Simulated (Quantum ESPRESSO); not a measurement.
# CdS (Hawleyite): Raman and infrared activity, part 2 of 3

Wanted: vibrational spectra of CdS (Hawleyite) from linear and non-linear response.

Quantum ESPRESSO 8.0 development, patched; DFT LDA, scalar-relativistic, plane waves, PseudoDojo norm-conserving pseudopotentials.

So far. Step 2 (A probe with smearing): A gap of 0.86 eV opens on this mesh, so the crystal is taken as an insulator; the start stands at -2.4 GPa. Step 4 (Self-consistent run for the response): The cell stands at -0.046 GPa, close enough for phonons. The relaxed cell has a = 5.760 Å (conventional setting).

## 5. Linear response at Γ

At q = 0 one unit cell holds all displacements; symmetry groups them into irreducible representations that are solved one by one. The response to a field gives ε∞ and the Born charges, which polar modes need. Third-order response adds the Raman tensors.

File ph.in:

```
phonons
&inputph
   prefix = 'x'
   outdir = './tmp'
   fildyn = 'g.dyn'
   tr2_ph = 1.0d-18
   epsil = .true.
   lraman = .true.
   elop = .true.
/
0.000000000000 0.000000000000 0.000000000000
```

On the command line:

```sh
OMP_NUM_THREADS=1 mpirun -n 4 ph.x -nk 4 -in ph.in > ph.out
```

Log:

```text
[banners, grids, parts of the stress and lines that vanish by symmetry left out]
[banner, memory and clock lines left out]
Program PHONON v.8.0dev

     Dynamical matrices for q-points given in input
     (   1q-points):
       N         xq(1)         xq(2)         xq(3)
       1   0.000000000   0.000000000   0.000000000

     ./tmp/x.save/

     IMPORTANT: XC functional enforced from input :
     Exchange-correlation= PW
                           (   1   4   0   0   0   0   0)
     Any further DFT definition will be discarded
     Please, verify this is what you really want

     In Cd.upf r*V + 2Z of the local potential adds  1.5E-02 Ry bohr^3 between 6 and 10 bohr.
     Times the mean valence density, that enters the energy per atom

     G-vector sticks info

     Reading collected, re-writing distributed wavefunctions in ./tmp/

     Number and degeneracy of irreps per q-point
       N         xq(1)         xq(2)         xq(3)   N irreps
       1   0.000000000   0.000000000   0.000000000       2
        3   3

     Calculation of q =    0.0000000   0.0000000   0.0000000

     phonons

     bravais-lattice index     =            2
     lattice parameter (alat)  =      10.8842  a.u.
     unit-cell volume          =     322.3527 (a.u.)^3
     number of atoms/cell      =            2
     number of atomic types    =            2
     kinetic-energy cut-off    =     102.0000  Ry
     charge density cut-off    =     408.0000  Ry
     convergence threshold     =      1.0E-18
     beta                      =       0.7000
     number of iterations used =            4
     Exchange-correlation= PW
                           (   1   4   0   0   0   0   0)

     celldm(1)=   10.88422  celldm(2)=    0.00000  celldm(3)=    0.00000
     celldm(4)=    0.00000  celldm(5)=    0.00000  celldm(6)=    0.00000

     crystal axes: (cart. coord. in units of alat)
               a(1) = ( -0.5000  0.0000  0.5000 )
               a(2) = (  0.0000  0.5000  0.5000 )
               a(3) = ( -0.5000  0.5000  0.0000 )

     reciprocal axes: (cart. coord. in units 2 pi/alat)
               b(1) = ( -1.0000 -1.0000  1.0000 )
               b(2) = (  1.0000  1.0000  1.0000 )
               b(3) = ( -1.0000  1.0000 -1.0000 )

     Atoms inside the unit cell:

     Cartesian axes

     site n.  atom      mass           positions (alat units)
        1  Cd    112.4140   tau(    1) = (    0.00000    0.00000    0.00000  )
        2  S      32.0600   tau(    2) = (   -0.25000    0.25000    0.25000  )

     Computing dynamical matrix for
                    q = (   0.0000000   0.0000000   0.0000000 )

     25 Sym.Ops. (with q -> -q+G )

     G cutoff = 1224.3192  (  44975 G-vectors)     FFT grid: ( 50, 50, 50)
     number of k points=    29
                       cart. coord. in units 2pi/alat
        k(    1) = (   0.0000000   0.0000000   0.0000000), wk =   0.0039062
        k(    2) = (  -0.1250000   0.1250000  -0.1250000), wk =   0.0312500
        k(    3) = (  -0.2500000   0.2500000  -0.2500000), wk =   0.0312500
        [... further k-points left out ...]

     PseudoPot. # 1 for Cd read from file:
     ./pseudo/Cd.upf
     Pseudo is Norm-conserving + core correction, Zval = 20.0

     PseudoPot. # 2 for S  read from file:
     ./pseudo/S.upf
     Pseudo is Norm-conserving + core correction, Zval =  6.0

     Mode symmetry, T_d (-43m)  point group:

     Electric field:
     Dielectric constant
     Born effective charges as d Force / d E
     Raman tensor
     Electro-optic tensor

     Atomic displacements:
     There are    2 irreducible representations

     Representation     1      3 modes -  To be done

     Representation     2      3 modes -  To be done

     Alpha used in Ewald sum =   2.8000

     Electric Fields Calculation

     The passes end when |ddv_scf|^2 is under  4.4E-20 (on this mesh; tr2_ph alone asks  1.0E-18)

      iter #   1   av.it.:   8.8
      thresh= 1.000E-02 alpha_mix =  0.700 |ddv_scf|^2 =  5.113E-08

      [... iterations left out ...]
      iter #   9   av.it.:  19.1
      thresh= 4.006E-11 alpha_mix =  0.700 |ddv_scf|^2 =  3.755E-21

     End of electric fields calculation

          Dielectric constant in cartesian axis

          (       7.434760176      -0.000000000       0.000000000 )
          (       0.000000000       7.434760176       0.000000000 )
          (      -0.000000000       0.000000000       7.434760176 )

          Effective charges (d Force / dE) in cartesian axis without acoustic sum rule applied (asr)

           atom    1  Cd    Mean Z*:        2.15774
      Ex  (        2.15774       -0.00000       -0.00000 )
      Ey  (       -0.00000        2.15774        0.00000 )
      Ez  (       -0.00000        0.00000        2.15774 )
           atom    2  S     Mean Z*:       -2.18460
      Ex  (       -2.18460       -0.00000       -0.00000 )
      Ey  (       -0.00000       -2.18460        0.00000 )
      Ez  (        0.00000        0.00000       -2.18460 )

          Effective charges Sum: Mean:       -0.02686
             -0.02686       -0.00000       -0.00000
             -0.00000       -0.02686        0.00000
             -0.00000        0.00000       -0.02686

          Effective charges (d Force / dE) in cartesian axis with asr applied:
           atom    1  Cd    Mean Z*:        2.17117
      E*x (        2.17117       -0.00000       -0.00000 )
      E*y (       -0.00000        2.17117        0.00000 )
      E*z (       -0.00000       -0.00000        2.17117 )
           atom    2  S     Mean Z*:       -2.17117
      E*x (       -2.17117        0.00000        0.00000 )
      E*y (        0.00000       -2.17117        0.00000 )
      E*z (        0.00000        0.00000       -2.17117 )

     Calling punch_plot_e
     Writing on file  drho

     Computing Pc [DH,Drho] |psi>

     Derivative coefficient:  0.001000    Threshold: 1.00E-12
     Message from routine dhdrhopsi:
     some bands at k + dk did not converge to eth_ns: the Raman tensors may be inaccurate, compare with a run at another eth_ns or dek
     Non-scf  u_k: avg # of iterations = 25.9
     Non-scf Du_k: avg # of iterations = 43.0

          Dielectric constant from finite-differences

          (       7.433347125       0.000000000       0.000000000 )
          (       0.000000000       7.433347125       0.000000000 )
          (       0.000000000       0.000000000       7.433347125 )

              Electro-optic tensor is defined as
            the derivative of the dielectric tensor
              with respect to one electric field
                 units are Rydberg a.u.

            to obtain the static chi^2 multiply by 1/2

            to convert to pm/Volt multiply per 2.7502

          Electro-optic tensor in cartesian axis:

          (      -0.000000000      -0.000000000      -0.000000000 )
          (       0.000000000       0.000000000     -35.762981211 )
          (      -0.000000000     -35.762981211      -0.000000000 )

          (       0.000000000       0.000000000     -35.762981211 )
          (       0.000000000       0.000000000      -0.000000000 )
          (     -35.762981211      -0.000000000      -0.000000000 )

          (      -0.000000000     -35.762981211      -0.000000000 )
          (     -35.762981211      -0.000000000      -0.000000000 )
          (      -0.000000000      -0.000000000       0.000000000 )

          Electro-optic tensor: contribution #   1

          (      -0.000000000       0.000000000      -0.000000000 )
          (      -0.000000000      -0.000000000     -35.479407858 )
          (       0.000000000     -35.479407858      -0.000000000 )

          (      -0.000000000       0.000000000     -35.479407858 )
          (       0.000000000       0.000000000      -0.000000000 )
          (     -35.479407858      -0.000000000       0.000000000 )

          (      -0.000000000     -35.479407858       0.000000000 )
          (     -35.479407858      -0.000000000       0.000000000 )
          (       0.000000000       0.000000000      -0.000000000 )

          Electro-optic tensor: contribution #   2

          (      -0.000000000       0.000000000      -0.000000000 )
          (      -0.000000000       0.000000000      -0.283573353 )
          (      -0.000000000      -0.283573353      -0.000000000 )

          (      -0.000000000      -0.000000000      -0.283573353 )
          (      -0.000000000       0.000000000       0.000000000 )
          (      -0.283573353       0.000000000      -0.000000000 )

          (      -0.000000000      -0.283573353      -0.000000000 )
          (      -0.283573353      -0.000000000       0.000000000 )
          (      -0.000000000       0.000000000      -0.000000000 )

     Computing Second order response

      iter #   1   av.it.:  15.1
      thresh= 1.000E-02 alpha_mix =  0.700 |ddv_scf|^2 =  2.274E-06

      [... iterations left out ...]
      iter #  14   av.it.:  19.8
      thresh= 1.358E-11 alpha_mix =  0.700 |ddv_scf|^2 =  5.626E-22

          Raman tensor (au^-1) in cartesian axis

           atom      1
          (       0.000000000       0.000000000       0.000000000 )
          (       0.000000000      -0.000000000      -0.238987696 )
          (       0.000000000      -0.238987696      -0.000000000 )

          (      -0.000000000       0.000000000      -0.238987696 )
          (      -0.000000000      -0.000000000       0.000000000 )
          (      -0.238987696       0.000000000      -0.000000000 )

          (       0.000000000      -0.238987696       0.000000000 )
          (      -0.238987696       0.000000000       0.000000000 )
          (       0.000000000       0.000000000       0.000000000 )

           atom      2
          (       0.000000000      -0.000000000       0.000000000 )
          (      -0.000000000      -0.000000000       0.233355081 )
          (      -0.000000000       0.233355081      -0.000000000 )

          (       0.000000000      -0.000000000       0.233355081 )
          (       0.000000000       0.000000000       0.000000000 )
          (       0.233355081      -0.000000000       0.000000000 )

          (      -0.000000000       0.233355081      -0.000000000 )
          (       0.233355081       0.000000000       0.000000000 )
          (       0.000000000       0.000000000      -0.000000000 )

     Raman tensor (A^2)

     atom #    1    pol.  1
      0.370508027841E-14      0.377153911748E-14      0.230944465784E-14
      0.372169498818E-14     -0.332294195373E-15     -0.171671937551E+01
      0.225960052854E-14     -0.171671937551E+01     -0.192730633316E-14
     atom #    1    pol.  2
     -0.435305395939E-14      0.564900132134E-15     -0.171671937551E+01
     -0.142886504010E-14     -0.764276649358E-15      0.963653166582E-15
[...]
atom #    1    pol.  3
[...]
atom #    2    pol.  1
[...]
atom #    2    pol.  2
[...]
atom #    2    pol.  3
[...]
0.415367744216E-16      0.556592777250E-15     -0.155347536337E-14

     Representation #   1 modes #   1   2   3

     Self-consistent Calculation

     The passes end when |ddv_scf|^2 is under  4.4E-20 (on this mesh; tr2_ph alone asks  1.0E-18)

      iter #   1   av.it.:   8.8
      thresh= 1.000E-02 alpha_mix =  0.700 |ddv_scf|^2 =  8.989E-08

      [... iterations left out ...]
      iter #   8   av.it.:  19.4
      thresh= 3.110E-10 alpha_mix =  0.700 |ddv_scf|^2 =  4.257E-20

     End of self-consistent calculation

     Convergence has been achieved

     Representation #   2 modes #   4   5   6

     Self-consistent Calculation

     The passes end when |ddv_scf|^2 is under  4.4E-20 (on this mesh; tr2_ph alone asks  1.0E-18)

      iter #   1   av.it.:  13.1
      thresh= 1.000E-02 alpha_mix =  0.700 |ddv_scf|^2 =  4.824E-06

      [... iterations left out ...]
      iter #  10   av.it.:  18.9
      thresh= 2.281E-11 alpha_mix =  0.700 |ddv_scf|^2 =  5.787E-22

     End of self-consistent calculation

     Convergence has been achieved

     Number of q in the star =    1
     List of q in the star:
          1   0.000000000   0.000000000   0.000000000

          Dielectric constant in cartesian axis

          (       7.434760176      -0.000000000       0.000000000 )
          (       0.000000000       7.434760176       0.000000000 )
          (      -0.000000000       0.000000000       7.434760176 )

          Effective charges (d Force / dE) in cartesian axis without acoustic sum rule applied (asr)

           atom    1  Cd    Mean Z*:        2.15774
      Ex  (        2.15774       -0.00000       -0.00000 )
      Ey  (       -0.00000        2.15774        0.00000 )
      Ez  (       -0.00000        0.00000        2.15774 )
           atom    2  S     Mean Z*:       -2.18460
      Ex  (       -2.18460       -0.00000       -0.00000 )
      Ey  (       -0.00000       -2.18460        0.00000 )
      Ez  (        0.00000        0.00000       -2.18460 )

          Effective charges Sum: Mean:       -0.02686
             -0.02686       -0.00000       -0.00000
             -0.00000       -0.02686        0.00000
             -0.00000        0.00000       -0.02686

          Effective charges (d Force / dE) in cartesian axis with asr applied:
           atom    1  Cd    Mean Z*:        2.17117
      E*x (        2.17117       -0.00000       -0.00000 )
      E*y (       -0.00000        2.17117        0.00000 )
      E*z (       -0.00000       -0.00000        2.17117 )
           atom    2  S     Mean Z*:       -2.17117
      E*x (       -2.17117        0.00000        0.00000 )
      E*y (        0.00000       -2.17117        0.00000 )
      E*z (        0.00000        0.00000       -2.17117 )

     Diagonalizing the dynamical matrix

     q = (    0.000000000   0.000000000   0.000000000 )

 **************************************************************************
     freq (    1) =      -0.020545 [THz] =      -0.685296 [cm-1]
     freq (    2) =      -0.020545 [THz] =      -0.685296 [cm-1]
     freq (    3) =      -0.020545 [THz] =      -0.685296 [cm-1]
     freq (    4) =       7.311720 [THz] =     243.892731 [cm-1]
     freq (    5) =       7.311720 [THz] =     243.892731 [cm-1]
     freq (    6) =       7.311720 [THz] =     243.892731 [cm-1]
 **************************************************************************

     Mode symmetry, T_d (-43m)  point group:

     freq (   1-   3) =         -0.7  [cm-1]   --> T_2  G_15 P_4   I+R
     freq (   4-   6) =        243.9  [cm-1]   --> T_2  G_15 P_4   I+R
```

The job ended after 22 min (4 MPI ranks of Intel Xeon at 2.70GHz, shared host).

This step gave:

| Quantity | Value |
| --- | --- |
| miss of the charge sum rule | 0.02686 e |
| largest acoustic frequency at the zone centre before the sum rule | -0.69 cm⁻¹ |
| highest optical zone-centre mode (no LO-TO term) | 243.9 cm⁻¹ |
| lowest optical zone-centre mode | 243.9 cm⁻¹ |
| mean high-frequency dielectric constant | 7.435 |
| largest Born charge in size (third of the trace) | 2.185 e |

Born charge (rows field, columns displacement), before the sum rule (e), principal values of the symmetric part by kind of site:

```tsv
atom	atoms with these values	low	middle	high	mean
Cd1	1	2.16	2.16	2.16	2.16
S2	1	-2.18	-2.18	-2.18	-2.18
```

In full for S2:

```
-2.18  0.00  0.00
 0.00 -2.18  0.00
 0.00  0.00 -2.18
```

High-frequency dielectric tensor:

```
7.43 0.00 0.00
0.00 7.43 0.00
0.00 0.00 7.43
```

The acoustic modes at Γ come out as far as 0.7 cm⁻¹ from zero, where they should vanish, a small numerical error; the Born charges miss their sum rule by 0.027 e, which is fair.

## 6. Zone-centre analysis

A rigid shift of the crystal must cost nothing, but grids and finite bases break this; the acoustic sum rule is imposed before the matrix is diagonalised again. With Born charges the intensities follow, and the static dielectric tensor.

File dynmat.in:

```
&input
   fildyn = 'g.dyn'
   asr = 'simple'
   fileig = 'dynmat.eig'
   lperm = .true.
/
```

On the command line:

```sh
dynmat.x -in dynmat.in > dynmat.out
```

Log:

```text
[banner, memory and clock lines left out]
Program DYNMAT v.8.0dev

     Reading Dynamical Matrix from file g.dyn
     ...Force constants read
     ...epsilon and Z* read
     ...Raman cross sections read
     A direction for q was not specified:TO-LO splitting will be absent

     Polarizability (A^3 units)
     multiply by 0.317973 for Clausius-Mossotti correction (not under assume_isolated = 'mt')
        24.460046    0.000000   -0.000000
        -0.000000   24.460046    0.000000
         0.000000    0.000000   24.460046

     IR activities are in (D/A)^2/amu units
     Raman activities are in A^4/amu units
     multiply Raman by 0.010223 for Clausius-Mossotti correction (not under assume_isolated = 'mt')

# mode   [cm-1]    [THz]      IR          Raman   depol.fact
    1      0.00    0.0000    0.0000         0.0002    0.7500
    2      0.00    0.0000    0.0000         0.0002    0.7500
    3      0.00    0.0000    0.0000         0.0002    0.7500
    4    243.90    7.3118    4.3598         2.3908    0.7500
    5    243.90    7.3118    4.3598         2.3908    0.7500
    6    243.90    7.3118    4.3598         2.3908    0.7500

Electronic dielectric permittivity tensor (relative, adimensional)
         7.434760    0.000000   -0.000000
        -0.000000    7.434760    0.000000
         0.000000    0.000000    7.434760

 ... with zone-center polar mode contributions
        10.707227    0.000000    0.000000
         0.000000   10.707227    0.000000
         0.000000    0.000000   10.707227
```

Elapsed: 0.71 s, on 1 thread.

Numbers from this step:

```
mean static dielectric constant : 10.71
```

Unit eigenvectors of the mass-weighted matrix after the sum rule; no LO-TO term. Modes at Γ, with each element's share of the kinetic energy:

```tsv
mode	frequency (cm⁻¹)	symmetry	Cd %	S %
1	0.0	acoustic	78	22
2	0.0	acoustic	78	22
3	0.0	acoustic	78	22
4	243.9	T2	22	78
5	243.9	T2	22	78
6	243.9	T2	22	78
```

Displacements in mode 6 (243.9 cm⁻¹), the largest set to 1:
```
Cd1  0.00 -0.29  0.00
S2   0.00  1.00  0.00
```

(Part 2 of 3 ends here.)

[Host names and launcher messages were left out of these logs when they were recorded.]

[Logs are printed without paths, hosts, clocks, repeated set-up lines and the standing remarks that a program may print on its own settings, such as how far it seeks lower states.]

[Hosts, paths, dates, database ids (printed as entryN), source tags and the programs' standing remarks are cut or masked in the printed files.]
